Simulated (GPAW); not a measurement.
# Work function of Cl/Pd(111) at several levels, part 2 of 2

How far do functional and basis move the work function of Cl/Pd(111)?

GPAW 26.7.0; GPAW, PAW setups; slab in vacuum, relaxation (the session's first sound run).

So far, upper work function (eV): step 2 (relaxation, PBE, GPAW) 5.84; step 3 (the slab's potential, PBE, GPAW) 5.84; step 4 (self-consistent run: xc = "revPBE") 5.75; step 5 (self-consistent run: xc = "LDA") 6.08; step 6 (self-consistent run: xc = "vdW-DF2", GPAW, PAW setups, GPAW) 6.31.

## Step 7: OptPBE vdW: xc = "optPBE-vdW"

The same geometry under optPBE-vdW, to see how far the functional moves the levels against the vacuum (the van der Waals functionals take revPBE setups).

run.py reads:

```python
import json
import numpy as np
from ase import Atoms
from gpaw import GPAW, PW

slab = Atoms(
    ['Pd', 'Pd', 'Pd', 'Pd', 'Cl'],
    positions=[
        [0.00000, 0.00000, 9.00000],
        [1.37532, 0.79404, 11.24589],
        [2.75065, 1.58809, 13.54316],
        [0.00000, 0.00000, 15.84246],
        [1.37532, 0.79404, 18.07028]],
    cell=[[2.75065, 0.0, 0.0], [1.37532, 2.38213, 0.0], [0.0, 0.0, 26.70781]],
    pbc=[True, True, False])

slab.calc = GPAW(mode=PW(400), xc='optPBE-vdW', kpts={'size': (13, 13, 1), 'gamma': True},
                 occupations={'name': 'fermi-dirac', 'width': 0.1}, nbands='160%',
                 convergence={'density': 1e-05}, maxiter=200,
                 poissonsolver={'dipolelayer': 'xy'},
                 symmetry={'tolerance': 1e-3}, txt='slab.txt')
result = {}
energy = slab.get_potential_energy()
fermi = slab.calc.get_fermi_level()
v = slab.calc.get_electrostatic_potential().mean((0, 1)) - fermi
n = slab.calc.get_pseudo_density().mean((0, 1))
L = slab.cell[2, 2]
z = np.arange(len(v)) * L / len(v)
low, high = slab.positions[:, 2].min(), slab.positions[:, 2].max()
below, above = np.interp([low - 6.8, high + 6.8], z, v)
slopes = [np.interp(x, z, np.gradient(v, z)) for x in (low - 6.8, high + 6.8)]
eps = np.array([[slab.calc.get_eigenvalues(k, s) for k in range(len(slab.calc.get_ibz_k_points()))]
                for s in range(slab.calc.get_number_of_spins())]) - fermi
top, bottom = eps[eps < 0].max(), eps[eps > 0].min()
dipole = slab.get_dipole_moment()[2]
print(f'energy {energy:.4f} eV, Fermi level {fermi:.4f} eV, dipole {dipole:.5f} e A')
print(f'potential 6.8 A off the faces, from the Fermi level: lower {below:.4f} eV, upper {above:.4f} eV')
print(f'slope of the potential there: lower {slopes[0]:.5f}, upper {slopes[1]:.5f} eV/A')
print(f'nearest levels on the mesh: {top:.4f} and {bottom:.4f} eV')
print('magnetic moment', round(slab.get_magnetic_moment(), 3))
result.update(energy=energy, fermi=fermi, dipole=dipole, below=below, above=above, slopes=slopes, edges=[top, bottom],
              z=z.tolist(), v=v.tolist(), n=n.tolist(), positions=slab.positions.tolist(),
              forces=slab.get_forces(apply_constraint=False).tolist(), moments=slab.get_magnetic_moments().tolist())
json.dump(result, open('result.json', 'w'))
```

On the command line:

```sh
> OMP_NUM_THREADS=1 OPENBLAS_NUM_THREADS=1 python run.py
```

Output:

```text
energy -79.3069 eV, Fermi level 0.5336 eV, dipole -0.02553 e A
potential 6.8 A off the faces, from the Fermi level: lower 5.3914 eV, upper 6.0947 eV
slope of the potential there: lower -0.00009, upper 0.00003 eV/A
nearest levels on the mesh: -0.0118 and 0.0064 eV
magnetic moment 0.0
```

It took 6.8 min on 1 thread of Arm Neoverse V1, shared host; peak memory 0.37 GiB.

Numbers from this step:

```
dipole along the normal                    : -0.02553 e·Å
levels nearest the Fermi level on the mesh : -0.01175, 0.006361 eV from the Fermi level
upper work function                        : 6.095 eV
lower work function                        : 5.391 eV
```

The upper face's work function is 6.095 eV, against 5.842 eV in the first plane-wave PBE run at this geometry.

## Step 8: Self-consistent run: xc = "RPBE"

The same geometry under RPBE, to see how far the functional moves the levels against the vacuum.

run.py, as its differences from that of step 7:

```diff
@@ -16,3 +16,3 @@
 
-slab.calc = GPAW(mode=PW(400), xc='optPBE-vdW', kpts={'size': (13, 13, 1), 'gamma': True},
+slab.calc = GPAW(mode=PW(400), xc='RPBE', kpts={'size': (13, 13, 1), 'gamma': True},
                  occupations={'name': 'fermi-dirac', 'width': 0.1}, nbands='160%',
```

Output:

```text
energy -12.9181 eV, Fermi level 0.7923 eV, dipole -0.02586 e A
potential 6.8 A off the faces, from the Fermi level: lower 5.0345 eV, upper 5.7468 eV
slope of the potential there: lower 0.00003, upper 0.00003 eV/A
nearest levels on the mesh: -0.0108 and 0.0067 eV
magnetic moment 0.0
```

The job ended after 5.6 min (1 thread; peak memory 0.24 GiB).

This step gave:

| Property | Result |
| --- | --- |
| dipole along the normal | -0.02586 e·Å |
| levels nearest the Fermi level on the mesh | -0.01081, 0.006672 eV from the Fermi level |
| upper work function | 5.747 eV |
| lower work function | 5.035 eV |

The electrostatic potential energy of an electron (without an applied field's), less the Fermi level, planar mean by z:

z (Å), electrostatic potential energy of an electron (without an applied field's), less the Fermi level, planar mean (eV) and a bar from the least value:
```
      0.0        5.4 ##############################
      0.5        5.0 #############################
      1.0        5.0 #############################
      1.5        5.0 #############################
      2.0        5.0 #############################
      2.5        5.0 #############################
      3.0        5.0 #############################
      3.5        5.0 #############################
      4.0        5.0 #############################
      4.5        5.0 #############################
      5.0        5.0 #############################
      5.5        5.0 #############################
      6.0        5.0 #############################
      6.5        5.0 #############################
      7.0        4.8 #############################
      7.5        4.1 ############################
      8.0        1.3 ##########################
      8.5       -9.7 ###############
      9.0      -23.0 ##
      9.5       -9.7 ###############
     10.0        0.3 #########################
     10.5       -3.1 #####################
     11.0      -19.0 ######
     11.5      -18.6 ######
     12.0       -2.9 ######################
     12.5        0.6 #########################
     13.0       -8.5 ################
     13.5      -23.0 ##
     14.0      -11.4 #############
     14.5        0.1 ########################
     15.0       -1.2 #######################
     15.5      -15.5 #########
     16.0      -21.4 ###
     16.5       -5.5 ###################
     17.0        1.1 #########################
     17.5       -4.5 ####################
     18.0      -24.8 
     18.5       -9.0 ################
     19.0        2.9 ###########################
     19.5        5.2 ##############################
     20.0        5.7 ##############################
     20.5        5.7 ##############################
     21.0        5.7 ##############################
     21.5        5.7 ##############################
     22.0        5.7 ##############################
     22.5        5.7 ##############################
     23.0        5.7 ##############################
     23.5        5.7 ##############################
     24.0        5.7 ##############################
     24.5        5.7 ##############################
     25.0        5.7 ##############################
     25.5        5.7 ##############################
     26.0        5.7 ##############################
     26.5        5.6 ##############################
```

The upper face's work function is 5.747 eV, against 5.842 eV in the first plane-wave PBE run at this geometry.

## Step 9: Real-space grid: mode = "fd"

A real-space grid is a second complete basis, so it checks the plane-wave result.

run.py, as its differences from that of step 8:

```diff
@@ -3,3 +3,3 @@
 from ase import Atoms
-from gpaw import GPAW, PW
+from gpaw import GPAW
 
@@ -16,3 +16,3 @@
 
-slab.calc = GPAW(mode=PW(400), xc='RPBE', kpts={'size': (13, 13, 1), 'gamma': True},
+slab.calc = GPAW(mode='fd', h=0.18, xc='PBE', kpts={'size': (13, 13, 1), 'gamma': True},
                  occupations={'name': 'fermi-dirac', 'width': 0.1}, nbands='160%',
```

Output:

```text
energy -16.0865 eV, Fermi level -5.5327 eV, dipole -0.02247 e A
potential 6.8 A off the faces, from the Fermi level: lower 5.2237 eV, upper 5.8417 eV
slope of the potential there: lower 0.00004, upper -0.00003 eV/A
nearest levels on the mesh: -0.0114 and 0.0063 eV
magnetic moment 0.0
```

It took 18 min on 1 thread; peak memory 0.75 GiB.

This step gave:

| Quantity | Value |
| --- | --- |
| dipole along the normal | -0.02247 e·Å |
| levels nearest the Fermi level on the mesh | -0.01135, 0.006295 eV from the Fermi level |
| upper work function | 5.842 eV |
| lower work function | 5.224 eV |

Table of electrostatic potential energy of an electron (without an applied field's), less the Fermi level, planar mean by z:

| z (Å) | electrostatic potential energy of an electron (without an applied field's), less the Fermi level, planar mean (eV) |
| --- | --- |
| 0.0 | 5.53 |
| 0.5 | 5.22 |
| 1.0 | 5.22 |
| 1.5 | 5.22 |
| 2.0 | 5.22 |
| 2.5 | 5.22 |
| 3.0 | 5.22 |
| 3.5 | 5.22 |
| 4.0 | 5.22 |
| 4.5 | 5.22 |
| 5.0 | 5.22 |
| 5.5 | 5.22 |
| 6.0 | 5.21 |
| 6.5 | 5.16 |
| 7.0 | 4.98 |
| 7.5 | 4.29 |
| 8.0 | 1.47 |
| 8.5 | -9.54 |
| 9.0 | -23.0 |
| 9.5 | -9.59 |
| 10.0 | 0.484 |
| 10.5 | -2.98 |
| 11.0 | -18.9 |
| 11.5 | -18.6 |
| 12.0 | -2.70 |
| 12.5 | 0.727 |
| 13.0 | -8.36 |
| 13.5 | -23.0 |
| 14.0 | -11.3 |
| 14.5 | 0.225 |
| 15.0 | -1.06 |
| 15.5 | -15.4 |
| 16.0 | -21.3 |
| 16.5 | -5.31 |
| 17.0 | 1.25 |
| 17.5 | -4.34 |
| 18.0 | -24.9 |
| 18.5 | -8.86 |
| 19.0 | 3.01 |
| 19.5 | 5.35 |
| 20.0 | 5.75 |
| 20.5 | 5.83 |
| 21.0 | 5.84 |
| 21.5 | 5.84 |
| 22.0 | 5.84 |
| 22.5 | 5.84 |
| 23.0 | 5.84 |
| 23.5 | 5.84 |
| 24.0 | 5.84 |
| 24.5 | 5.84 |
| 25.0 | 5.84 |
| 25.5 | 5.84 |
| 26.0 | 5.84 |
| 26.5 | 5.84 |

The upper face's work function is 5.842 eV, against 5.842 eV in the first plane-wave PBE run at this geometry.

## Step 10: Atomic orbitals: mode = "lcao"

Atom-centred orbitals end a few angstrom from the surface, which tests how much the density's tail matters.

run.py, as its differences from that of step 9:

```diff
@@ -16,4 +16,4 @@
 
-slab.calc = GPAW(mode='fd', h=0.18, xc='PBE', kpts={'size': (13, 13, 1), 'gamma': True},
-                 occupations={'name': 'fermi-dirac', 'width': 0.1}, nbands='160%',
+slab.calc = GPAW(mode='lcao', basis='dzp', h=0.18, xc='PBE', kpts={'size': (13, 13, 1), 'gamma': True},
+                 occupations={'name': 'fermi-dirac', 'width': 0.1}, nbands='120%',
                  convergence={'density': 1e-05}, maxiter=200,
```

Output:

```text
energy -13.7156 eV, Fermi level -5.6120 eV, dipole -0.02612 e A
potential 6.8 A off the faces, from the Fermi level: lower 5.2526 eV, upper 5.9713 eV
slope of the potential there: lower -0.00001, upper 0.00000 eV/A
nearest levels on the mesh: -0.0188 and 0.0017 eV
magnetic moment 0.0
```

Wall time 34 min (1 thread); peak memory 0.38 GiB.

This step gave:

```yaml
dipole_along_the_normal: -0.02612 e·Å
levels_nearest_the_fermi_level_on_the_mesh: -0.01880, 0.001658 eV from the Fermi level
upper_work_function: 5.971 eV
lower_work_function: 5.253 eV
```

The upper face's work function is 5.971 eV, against 5.842 eV in the first plane-wave PBE run at this geometry.

## Step 11: All levels side by side

Times are for 1 thread of Arm Neoverse V1, shared host. Results by setting:

| no. | run | upper work function (eV) | lower work function (eV) | time | memory (GiB) |
| --- | --- | --- | --- | --- | --- |
| 1 | pw | 5.842 | 5.225 | 5.5 min | 0.24 |
| 2 | revPBE | 5.745 | 5.060 | 4.1 min | 0.24 |
| 3 | LDA | 6.076 | 5.644 | 5 min | 0.24 |
| 4 | vdW DF2 | 6.307 | 5.582 | 5.5 min | 0.37 |
| 5 | optPBE vdW | 6.095 | 5.391 | 6.8 min | 0.37 |
| 6 | RPBE | 5.747 | 5.035 | 5.6 min | 0.24 |
| 7 | fd | 5.842 | 5.224 | 18 min | 0.75 |
| 8 | lcao | 5.971 | 5.253 | 34 min | 0.38 |

## Step 12: Side by side

Results and costs are gathered.

This step: comparison of work functions, dipole and cost (GPAW 26.7.0).

Ladder, by row:

```
      step  code  work function, upper (eV)  work function, lower (eV)  dipole (e Å)  wall time (s)  peak memory (GiB)  threads
        pw  GPAW                      5.842                      5.225       -0.0224          327.7               0.24        1
    revPBE  GPAW                      5.745                       5.06      -0.02489          243.3               0.24        1
       LDA  GPAW                      6.076                      5.644      -0.01574          300.8               0.24        1
   vdW-DF2  GPAW                      6.307                      5.582      -0.02631          328.9               0.37        1
optPBE-vdW  GPAW                      6.095                      5.391      -0.02553          406.3               0.37        1
      RPBE  GPAW                      5.747                      5.035      -0.02586          334.9               0.24        1
        fd  GPAW                      5.842                      5.224      -0.02247           1058               0.75        1
      lcao  GPAW                      5.971                      5.253      -0.02612           2033               0.38        1
```

## Step 13: Summary of results

- work function, upper and lower face: 5.842 and 5.225 eV
- dipole along the normal: -0.0224 e Å

In words: With plane waves and PBE the work function is 5.84 eV on the upper face and 5.22 eV on the lower. The two faces differ by 0.62 eV, the step that the slab's dipole makes (e p/(ε0 A) gives 0.62 eV), so the dipole layer is needed. Over the sound runs of the table the upper face's work function spans 5.745 (revPBE) to 6.307 eV (vdW-DF2). Atomic orbitals miss the plane-wave value by 0.13 eV, since they describe the tail of the density in the vacuum poorly. The cell of 6.55 Å² holds one Cl, started on one chosen site; other sites and coverages weren't tried. The in-plane lattice was kept as typed, which isn't the functional's own and leaves some strain; spin-orbit coupling and temperature are left out.

[Logs are printed without paths, hosts, clocks, repeated set-up lines and the standing remarks that a program may print on its own settings, such as how far it seeks lower states.]

[Hosts, paths, dates, database ids (printed as entryN), source tags and the programs' standing remarks are cut or masked in the printed files.]
